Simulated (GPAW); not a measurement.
# Polarising NbSi2As4 monolayer with a field along the normal

The dipole of the cell at several fields, atoms fixed. What does the strongest field give, and what length does the slope stand for?

How it was computed: GPAW 26.7.0, plane waves (400 eV), PAW setups, PBE, 9×9 mesh, a dipole layer in the vacuum; geometry relaxed without an applied field with GPAW. The cell's area is 11.73 Å², and e/ε0 = 180.95 V Å.

What came out, but for one run:

| field (V/Å) | dipole (e Å) |
| --- | --- |
| −0.2 | −0.1578 |
| −0.1 | −0.0789 |
| −0.05 | −0.0395 |
| 0.05 | 0.0395 |
| 0.1 | 0.0789 |
| 0.2 | 0.1578 |
| 0.3 | ? |

Q: What is the dipole at 0.3 V/Å?

**Working.** A line through the 6 points has the slope α = 0.789 e Å per V/Å and the intercept p₀ = 0.0000 e Å (r.m.s. residual 2.8e−05). At 0.3 V/Å it gives p = 0.0000 + 0.789 × 0.3 = 0.2367 e Å; the run gives 0.2368 e Å, so the response stays linear to 0.0 % of the induced part. Dividing by ε0 and the area: α/(ε0 A) = 0.789 × 180.95 / 11.73 = 12.17 Å, against 10.03 Å between the outer nuclei.

Caveats: This is the electronic response alone; ions that move would add to it in polar layers. Spin-polarised runs started from parallel moments; another order may lie lower.
